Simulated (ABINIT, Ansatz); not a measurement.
# A GW run on CsSnI3 (Pm-3m) in ABINIT, with inputs changed

What do changed inputs do to GW on CsSnI3 (Pm-3m)?

Calculated with ABINIT 10.8.3; PBE and many-body steps on it, plane waves.

## 1. The starting structure

It takes space group Pm-3m (No. 221, cubic). The conventional cell has a = 6.286 Å, b = 6.286 Å, c = 6.286 Å, α = 90.00°, β = 90.00°, γ = 90.00°. Nearest to Cs lie 12 I at 4.45 Å. Nearest to Sn lie 6 I at 3.14 Å. Nearest to I lie 2 Sn at 3.14 Å and 4 Cs at 4.45 Å. Farther neighbours and most contacts between anions are not listed.

As a file:

```cif
data_structure
_symmetry_space_group_name_H-M 'Pm-3m'
_symmetry_Int_Tables_number 221
_cell_length_a 6.2862
_cell_length_b 6.2862
_cell_length_c 6.2862
_cell_angle_alpha 90.000
_cell_angle_beta 90.000
_cell_angle_gamma 90.000
_cell_volume 248.41
loop_
_atom_site_label
_atom_site_type_symbol
_atom_site_symmetry_multiplicity
_atom_site_Wyckoff_symbol
_atom_site_fract_x
_atom_site_fract_y
_atom_site_fract_z
_atom_site_occupancy
Cs1 Cs 1 b 0.50000 0.50000 0.50000 1
Sn1 Sn 1 a 0.00000 0.00000 0.00000 1
I1 I 3 d 0.50000 0.00000 0.00000 1
```

The cell and positions are those that the Materials Project relaxed with its own functionals (PBE, PBE+U or r2SCAN), kept fixed. Spin-orbit coupling is left out unless a step names it.

## 2. Screening, 2×2×2 mesh, 179 bands, screening to 141.5 eV

This step: ABINIT 10.8.3; RPA screening on PBE, plane waves, norm-conserving pseudopotentials.

The RPA dielectric matrix is built and inverted for each q.

Input file run.abi:

```
acell 3*1.0 Angstrom
rprim 
  6.286228000000 0.000000000000 0.000000000000
  0.000000000000 6.286228000000 0.000000000000
  0.000000000000 0.000000000000 6.286228000000
ntypat 3
znucl 55 50 53
natom 5
typat 1 2 3 3 3
xred 
  0.500000000000 0.500000000000 0.500000000000
  0.000000000000 0.000000000000 0.000000000000
  0.500000000000 0.000000000000 0.000000000000
  0.000000000000 0.000000000000 0.500000000000
  0.000000000000 0.500000000000 0.000000000000
pp_dirpath "pseudos"
pseudos "Cs.upf, Sn.upf, I.upf"
ecut 38
ngkpt 2 2 2
nshiftk 1
shiftk 0 0 0
kptopt 1
chksymbreak 0
istwfk *1
occopt 1
irdwfk 1
optdriver 3
nband 179
ecuteps 5.2
inclvkb 2
awtr 1
symchi 1
indata_prefix "in"
outdata_prefix "out"
tmpdata_prefix "tmp"
```

Run with:

```console
$ OMP_NUM_THREADS=1 mpirun -n 8 abinit run.abi > log
```

Output:

```text
.Version 10.8.3 of ABINIT. v10.8.2 released Aug 2026.

 Symmetries : space group Pm -3 m (#221); Bravais cP (primitive cubic)
[... echo of the input left out ...]
== DATASET  1 ==================================================================
-   mpi_nproc: 8, omp_nthreads: 1 (-1 if OMP is not activated)

--- !DatasetInfo
iteration_state: {dtset: 1, }
dimensions: {natom: 5, nkpt: 4, mband: 179, nsppol: 1, nspinor: 1, nspden: 1, mpw: 18805, }
cutoff_energies: {ecut:  38.0, pawecutdg:  -1.0, }
electrons: {nelect:   1.06000000E+02, charge:   0.00000000E+00, occopt:   1.00000000E+00, tsmear:   1.00000000E-02, }

 SCREENING: Calculation of the susceptibility and dielectric matrices

 Based on a program developped by R.W. Godby, V. Olevano, G. Onida, and L. Reining.
 Incorporated in ABINIT by V. Olevano, G.-M. Rignanese, and M. Torrent.
.Using double precision arithmetic ; gwpc =  8

[... cell and pseudopotentials left out ...]
--------------------------------------------------------------------------------

 ==== K-mesh for the wavefunctions ====
 Number of points in the irreducible wedge :     4
[... list of points left out ...]
 Together with 48 symmetry operations and time-reversal symmetry
 yields     8 points in the full Brillouin Zone.

 ==== Q-mesh for the screening function ====
 Number of points in the irreducible wedge :     4
[... list of points left out ...]
 Together with 48 symmetry operations and time-reversal symmetry
 yields     8 points in the full Brillouin Zone.

 setmesh: FFT mesh size selected  =    45x   45x   45
          total number of points  =        91125

 vcoul_init : cutoff-mode = AUXILIARY_FUNCTION
 q-points for optical limit:   1
     1)      0.000010    0.000020    0.000030

- screening: taking advantage of time-reversal symmetry
- Maximum band index for partially occupied states nbvw = 53
- Remaining bands to be divided among processors   nbcw = 126
- Number of bands treated by each node ~15

 Number of electrons calculated from density =  106.0000; Expected =  106.0000
 average of density, n =  0.063232
 r_s =    1.5571
 omega_plasma =   24.2563 [eV]

 calculating chi0 at frequencies [eV] :
  1    0.000000E+00    0.000000E+00
  2    0.000000E+00    2.425633E+01

--------------------------------------------------------------------------------
  q-point number  1        q = ( 0.000000, 0.000000, 0.000000) [r.l.u.]
--------------------------------------------------------------------------------
[... chi0 elements left out ...]
 For q-point:  0.000010 0.000020 0.000030
  dielectric constant = 106.8188
  dielectric constant without local fields = 133.7062

  Average fulfillment of the sum rule on Im[epsilon] for q-point    1 :     41.78  [%]
[... wings left out ...]
  q-point number  2        q = ( 0.500000, 0.000000, 0.000000) [r.l.u.]
--------------------------------------------------------------------------------
[... chi0 elements left out ...]
  Average fulfillment of the sum rule on Im[epsilon] for q-point    2 :     46.63  [%]

 [... 2 further q-points ...]
```

Run time: 2.5 min. Hardware: 8 MPI ranks of Arm Neoverse V2, shared host; peak memory 6.4 GiB.

Numbers from this step:

| Item | Value |
| --- | --- |
| ε∞ with local fields, on this mesh, along the program's q direction | 106.8 |
| the same without local fields | 133.7 |
| plasma frequency | 24.26 eV |
| plane waves in the screening matrix | 949 |

Local fields lower ε∞ by 20 %. The value itself is an artefact of the mesh, where one narrow direct gap carries too much weight.

## 3. Base

The self-energy is evaluated for the states that the input lists, and the levels follow from it, in one-shot runs by the linearised quasiparticle equation.

This step: G0W0 on PBE, plane waves, norm-conserving pseudopotentials.

Edit run.abi of step 2 so:

```diff
@@ -26,8 +26,17 @@
 irdwfk 1
-optdriver 3
+optdriver 4
 nband 179
+gwcalctyp 0
+ecutsigx 38
+symsigma 1
+nkptgw 2
+kptgw 
+  0.5000000000 0.5000000000 0.5000000000
+  0.0000000000 0.0000000000 0.0000000000
+bdgw 
+  50 56
+  51 56
 ecuteps 5.2
-inclvkb 2
-awtr 1
-symchi 1
+irdscr 1
+ppmodel 1
 indata_prefix "in"
```

Output:

```text
.Version 10.8.3 of ABINIT. v10.8.2 released Aug 2026.

 Symmetries : space group Pm -3 m (#221); Bravais cP (primitive cubic)
[... echo of the input left out ...]
== DATASET  1 ==================================================================
-   mpi_nproc: 8, omp_nthreads: 1 (-1 if OMP is not activated)

--- !DatasetInfo
iteration_state: {dtset: 1, }
dimensions: {natom: 5, nkpt: 4, mband: 179, nsppol: 1, nspinor: 1, nspden: 1, mpw: 18805, }
cutoff_energies: {ecut:  38.0, pawecutdg:  -1.0, }
electrons: {nelect:   1.06000000E+02, charge:   0.00000000E+00, occopt:   1.00000000E+00, tsmear:   1.00000000E-02, }

 SIGMA: Calculation of the GW corrections

 Based on a program developped by R.W. Godby, V. Olevano, G. Onida, and L. Reining.
 Incorporated in ABINIT by V. Olevano, G.-M. Rignanese, and M. Torrent.
.Using double precision arithmetic ; gwpc =  8

[... cell and pseudopotentials left out ...]
--------------------------------------------------------------------------------

 ==== K-mesh for the wavefunctions ====
 Number of points in the irreducible wedge :     4
[... list of points left out ...]
 Together with 48 symmetry operations and time-reversal symmetry
 yields     8 points in the full Brillouin Zone.

 ==== Q-mesh for screening function ====
 Number of points in the irreducible wedge :     4
[... list of points left out ...]
 Together with 48 symmetry operations and time-reversal symmetry
 yields     8 points in the full Brillouin Zone.

 vcoul_init : cutoff-mode = AUXILIARY_FUNCTION
 q-points for optical limit:   1
     1)      0.000010    0.000020    0.000030
 setmesh: FFT mesh size selected  =    72x   72x   72
          total number of points  =       373248

 Number of electrons calculated from density =  106.0000; Expected =  106.0000
 average of density, n =  0.063232
 r_s =    1.5571
 omega_plasma =   24.2563 [eV]

 === KS Band Gaps ===
  >>>> For spin  1
   Minimum direct gap =   0.4813 [eV], located at k-point      :   0.5000  0.5000  0.5000
   Fundamental gap    =   0.4813 [eV], Top of valence bands at :   0.5000  0.5000  0.5000
                                       Bottom of conduction at :   0.5000  0.5000  0.5000
 SIGMA fundamental parameters:
 PLASMON POLE MODEL  1
 number of plane-waves for SigmaX                18805
 number of plane-waves for SigmaC and W            949
 number of plane-waves for wavefunctions         18805
 number of bands                                   179
 number of independent spin polarizations            1
 number of spinorial components                      1
 number of k-points in IBZ                           4
 number of q-points in IBZ                           4
 number of symmetry operations                      48
 number of k-points in BZ                            8
 number of q-points in BZ                            8
 number of frequencies for dSigma/dE                 9
 frequency step for dSigma/dE [eV]                0.25
 number of omega for Sigma on real axis              0
 max omega for Sigma on real axis  [eV]           0.00
 zcut for avoiding poles [eV]                     0.10

 EPSILON^-1 parameters (SCR file):
 dimension of the eps^-1 matrix on file            949
 dimension of the eps^-1 matrix used               949
 number of plane-waves for wavefunctions         18805
 number of bands                                   179
 number of q-points in IBZ                           4
 number of frequencies                               2
 number of real frequencies                          1
 number of imag frequencies                          1

 matrix elements of self-energy operator (all in [eV])

 Perturbative Calculation

--- !SelfEnergy_ee
iteration_state: {dtset: 1, }
kpoint     : [   0.500,    0.500,    0.500, ]
spin       : 1
KS_gap     :    0.481
QP_gap     :    0.890
Delta_QP_KS:    0.408
data: !SigmaeeData |
     Band     E0 <VxcDFT>   SigX SigC(E0)      Z dSigC/dE  Sig(E)    E-E0       E
       50   1.957 -13.386 -16.194   2.500   0.782  -0.280 -13.626  -0.241   1.716
       51   1.957 -13.386 -16.194   2.500   0.782  -0.280 -13.626  -0.241   1.716
       52   1.957 -13.386 -16.194   2.500   0.782  -0.280 -13.626  -0.241   1.716
       53   3.493 -14.211 -15.453   1.514   0.789  -0.267 -13.996   0.215   3.708
       54   3.974 -10.553  -6.743  -3.024   0.794  -0.260  -9.930   0.624   4.598
       55   3.974 -10.553  -6.743  -3.024   0.794  -0.260  -9.930   0.624   4.598
[...]
--- !SelfEnergy_ee
iteration_state: {dtset: 1, }
kpoint     : [   0.000,    0.000,    0.000, ]
spin       : 1
KS_gap     :    4.316
QP_gap     :    4.735
Delta_QP_KS:    0.418
data: !SigmaeeData |
     Band     E0 <VxcDFT>   SigX SigC(E0)      Z dSigC/dE  Sig(E)    E-E0       E
[...]
54   5.859  -6.224  -2.837  -3.204   0.831  -0.203  -6.072   0.152   6.011
       55   6.866  -6.273  -2.799  -3.143   0.831  -0.204  -5.998   0.276   7.141
       56   6.866  -6.273  -2.799  -3.143   0.831  -0.204  -5.998   0.276   7.141

== END DATASET(S) ==============================================================
================================================================================

 -outvars: echo values of variables after computation  --------
           etotal      0.0000000000E+00
            nband         179
             nkpt           4
          spgroup         221
 [... the other variables as echoed above ...]

 Calculation completed.
```

It took 53 s on 8 MPI ranks; peak memory 5.8 GiB; 7.1 min of CPU time.

This step gave:

```yaml
g0w0_gap_on_the_points_computed: 0.8900 eV
starting_gap_on_the_mesh: 0.4814 eV
k_of_the_valence_top: 0.5, 0.5, 0.5
k_of_the_conduction_bottom: 0.5, 0.5, 0.5
z_at_the_valence_top: 0.789
z_at_the_conduction_bottom: 0.794
least_direct_g0w0_gap_on_the_computed_points: 0.8900 eV
```

The gap on the mesh goes from 0.48 eV to 0.89 eV, a correction of +0.41 eV.

## 4. Smaller part of the screening matrix

Edit run.abi of step 3 so:

```diff
@@ -38,3 +38,3 @@
   51 56
-ecuteps 5.2
+ecuteps 1.3
 irdscr 1
```

Output:

```text
.Version 10.8.3 of ABINIT. v10.8.2 released Aug 2026.

 Symmetries : space group Pm -3 m (#221); Bravais cP (primitive cubic)
[... echo of the input left out ...]
== DATASET  1 ==================================================================
-   mpi_nproc: 8, omp_nthreads: 1 (-1 if OMP is not activated)

--- !DatasetInfo
iteration_state: {dtset: 1, }
dimensions: {natom: 5, nkpt: 4, mband: 179, nsppol: 1, nspinor: 1, nspden: 1, mpw: 18805, }
cutoff_energies: {ecut:  38.0, pawecutdg:  -1.0, }
electrons: {nelect:   1.06000000E+02, charge:   0.00000000E+00, occopt:   1.00000000E+00, tsmear:   1.00000000E-02, }

 SIGMA: Calculation of the GW corrections

 Based on a program developped by R.W. Godby, V. Olevano, G. Onida, and L. Reining.
 Incorporated in ABINIT by V. Olevano, G.-M. Rignanese, and M. Torrent.
.Using double precision arithmetic ; gwpc =  8

[... cell and pseudopotentials left out ...]
--------------------------------------------------------------------------------

 ==== K-mesh for the wavefunctions ====
 Number of points in the irreducible wedge :     4
[... list of points left out ...]
 Together with 48 symmetry operations and time-reversal symmetry
 yields     8 points in the full Brillouin Zone.

 ==== Q-mesh for screening function ====
 Number of points in the irreducible wedge :     4
[... list of points left out ...]
 Together with 48 symmetry operations and time-reversal symmetry
 yields     8 points in the full Brillouin Zone.

 vcoul_init : cutoff-mode = AUXILIARY_FUNCTION
 q-points for optical limit:   1
     1)      0.000010    0.000020    0.000030
 setmesh: FFT mesh size selected  =    72x   72x   72
          total number of points  =       373248

 Number of electrons calculated from density =  106.0000; Expected =  106.0000
[...]
number of omega for Sigma on real axis              0
 max omega for Sigma on real axis  [eV]           0.00
 zcut for avoiding poles [eV]                     0.10

 EPSILON^-1 parameters (SCR file):
 dimension of the eps^-1 matrix on file            949
 dimension of the eps^-1 matrix used               123
 number of plane-waves for wavefunctions         18805
 number of bands                                   179
 number of q-points in IBZ                           4
 number of frequencies                               2
 number of real frequencies                          1
 number of imag frequencies                          1

 matrix elements of self-energy operator (all in [eV])

 Perturbative Calculation

--- !SelfEnergy_ee
iteration_state: {dtset: 1, }
kpoint     : [   0.500,    0.500,    0.500, ]
spin       : 1
KS_gap     :    0.481
QP_gap     :    0.740
Delta_QP_KS:    0.258
data: !SigmaeeData |
     Band     E0 <VxcDFT>   SigX SigC(E0)      Z dSigC/dE  Sig(E)    E-E0       E
       50   1.957 -13.386 -16.194   2.599   0.791  -0.265 -13.551  -0.166   1.791
       51   1.957 -13.386 -16.194   2.599   0.791  -0.265 -13.551  -0.166   1.791
       52   1.957 -13.386 -16.194   2.599   0.791  -0.265 -13.551  -0.166   1.791
[...]
--- !SelfEnergy_ee
iteration_state: {dtset: 1, }
kpoint     : [   0.000,    0.000,    0.000, ]
spin       : 1
KS_gap     :    4.316
QP_gap     :    4.601
Delta_QP_KS:    0.284
data: !SigmaeeData |
     Band     E0 <VxcDFT>   SigX SigC(E0)      Z dSigC/dE  Sig(E)    E-E0       E
[...]
55   6.866  -6.273  -2.799  -3.167   0.832  -0.202  -6.017   0.256   7.121
       56   6.866  -6.273  -2.799  -3.167   0.832  -0.202  -6.017   0.256   7.121

== END DATASET(S) ==============================================================
================================================================================

 -outvars: echo values of variables after computation  --------
           etotal      0.0000000000E+00
            nband         179
             nkpt           4
          spgroup         221
 [... the other variables as echoed above ...]

 Calculation completed.
```

It took 8.4 s on 8 MPI ranks; peak memory 4.4 GiB.

This step gave:

- G0W0 gap on the points computed: 0.7390 eV
- starting gap on the mesh: 0.4814 eV
- k of the valence top: 0.5, 0.5, 0.5
- k of the conduction bottom: 0.5, 0.5, 0.5
- Z at the valence top: 0.798
- Z at the conduction bottom: 0.797
- least direct G0W0 gap on the computed points: 0.7390 eV

(Part 1 of 2 ends here.)

[Paths, hosts, dates, memory and timing lines, banners, echoed tables and standing remarks are left out of the program output.]

[Logs are printed without paths, hosts, clocks, repeated set-up lines and the standing remarks that a program may print on its own settings, such as how far it seeks lower states.]

[Runs of the session that timed out or met a known fault of the program may be left out.]

[No measured gap is set beside runs whose start may be inverted or whose files or cutoffs have a known fault.]

[Hosts, paths, dates, database ids (printed as entryN), source tags and the programs' standing remarks are cut or masked in the printed files.]

[G0W0 gaps are taken among the corrected bands and points alone; a level outside them can change the order at an edge.]

[Where Ansatz stands beside ABINIT at settings called matched, ABINIT's density can come from a denser mesh and the files from another edition; pairs whose starting gaps differed by over 0.03 eV were left out, so agreement reads better than it is.]
